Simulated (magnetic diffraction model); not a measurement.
## DyTeC2 below its ordering temperature

Space group Pnma (no. 62), a = 6.3160 Å, b = 3.7280 Å, c = 11.7610 Å.

```
site  atom       x    y       z
  4c    Dy  0.9256  3/4  0.8640
  4c    Te  0.5968  3/4  0.1070
  4c     C  0.2737  3/4  0.9814
  4c     C  0.8443  3/4  0.2459
```

The compound is invented for this exercise: a known structure type with other elements, its cell scaled to their sizes and not relaxed.

Only Dy is taken to order (form factors of Dy3+); orders and moment sizes are assumed, and not adapted to the symmetry. Radiation: neutrons of λ = 1.8 Å (absorption by Dy left out), 3° to 45°; isotropic B of 0.21 Å² (Dy), 0.28 Å² (Te) and 0.36 Å² (C). Simulated constant-wavelength pattern: nuclear and magnetic terms add, the magnetic one as |2.695 fm × Σ f S⊥ exp(2πi Q·r) exp(−B s²)|², summed over all Q at one angle with the factor 1/(sin²θ cos θ). For collinear order S is the moment m, which repeats by lattice and centring translations R with the sign exp(−2πi k·R). Free-ion form factors, Sears's scattering lengths of 1992, no absorption; a label names one of the reflections at its angle. The strongest nuclear line in the range is 100, and lines under 0.2 are left out.

Above the ordering temperature:

```tsv
2θ (°)	index	I
17.61	(0 0 2)	0.4
18.62	(1 0 1)	14.5
24.14	(1 0 2)	2.0
29.34	(0 1 1)	2.3
31.35	(1 0 3)	26.2
33.12	(2 0 0)	0.9
33.79	(1 1 1)	0.5
34.33	(2 0 1)	9.5
35.65	(0 0 4)	6.0
37.25	(1 1 2)	100.0
37.75	(2 0 2)	2.8
38.92	(0 1 3)	20.9
39.47	(1 0 4)	4.3
42.49	(1 1 3)	44.2
42.93	(2 0 3)	38.4
43.86	(2 1 0)	26.7
44.82	(2 1 1)	12.7
```

Below it (cell unchanged):

```csv
2θ (°),I
9.28,149.7
15.53,30.9
17.61,0.4
18.62,14.5
23.56,16.9
24.14,2.0
25.08,22.4
28.08,13.0
29.34,2.3
29.50,42.3
31.35,26.2
32.12,31.6
32.18,6.5
33.12,0.9
33.34,15.9
33.79,0.5
34.33,9.5
35.65,6.0
36.86,17.8
37.25,100.0
37.75,2.8
37.90,23.6
38.92,20.9
39.47,4.3
40.03,20.3
40.08,6.7
41.18,2.5
41.99,7.5
42.49,44.2
42.93,38.4
43.13,10.8
43.86,26.7
43.96,6.0
44.04,9.3
44.82,12.7
```

**Question.** Find the propagation vector, then choose among these models:
A. collinear moments along [101], 8.5 μB on Dy; signs + at (0.9256, 3/4, 0.8640), + at (0.4256, 3/4, 0.6360), + at (0.0744, 1/4, 0.1360), − at (0.5744, 1/4, 0.3640)
B. collinear moments along [111], 8.5 μB on Dy; signs + at (0.9256, 3/4, 0.8640), + at (0.4256, 3/4, 0.6360), + at (0.0744, 1/4, 0.1360), − at (0.5744, 1/4, 0.3640)
C. collinear moments along [111], 8.5 μB on Dy; signs + at (0.9256, 3/4, 0.8640), + at (0.4256, 3/4, 0.6360), − at (0.0744, 1/4, 0.1360), + at (0.5744, 1/4, 0.3640)
D. collinear moments along [101], 8.5 μB on Dy; signs + at (0.9256, 3/4, 0.8640), + at (0.4256, 3/4, 0.6360), − at (0.0744, 1/4, 0.1360), + at (0.5744, 1/4, 0.3640)

The new lines index as (1/2 0 1/2) at 9.28°, (1/2 0 3/2) at 15.53°, (1/2 0 5/2) at 23.56° and (3/2 0 1/2) at 25.08°, that is as H ± k with k = (1/2 0 1/2). Half indices mean that the moments reverse under translations with k·R a half-integer, and the magnetic cell has twice the primitive volume.

Magnetic intensity, observed (below minus above) and for each model:

| 2θ (°) | index | observed | A | B | C | D |
| --- | --- | --- | --- | --- | --- | --- |
| 9.28 | (1/2 0 1/2) | 149.7 | 203.1 | 207.4 | 149.7 | 140.8 |
| 15.53 | (1/2 0 -3/2) | 30.9 | 43.1 | 46.6 | 30.9 | 26.2 |
| 23.56 | (1/2 0 5/2) | 16.9 | 6.8 | 9.1 | 16.9 | 15.3 |
| 25.08 | (3/2 0 1/2) | 22.4 | 28.8 | 29.1 | 22.4 | 21.6 |
| 28.08 | (3/2 0 3/2) | 13.0 | 21.7 | 22.0 | 13.0 | 12.0 |
| 33.34 | (3/2 0 -5/2) | 15.9 | 2.8 | 3.9 | 15.9 | 15.8 |
| 40.03 | (3/2 1 3/2) | 20.3 | 16.7 | 16.3 | 20.3 | 21.0 |
| 44.04 | (3/2 1 5/2) | 9.3 | 17.1 | 16.6 | 9.3 | 9.2 |

Model C matches.

The structure used: k = (1/2 0 1/2), collinear moments along [111], 8.5 μB on Dy; signs + at (0.9256, 3/4, 0.8640), + at (0.4256, 3/4, 0.6360), − at (0.0744, 1/4, 0.1360), + at (0.5744, 1/4, 0.3640).

[Logs are printed without paths, hosts, clocks, repeated set-up lines and the standing remarks that a program may print on its own settings, such as how far it seeks lower states.]
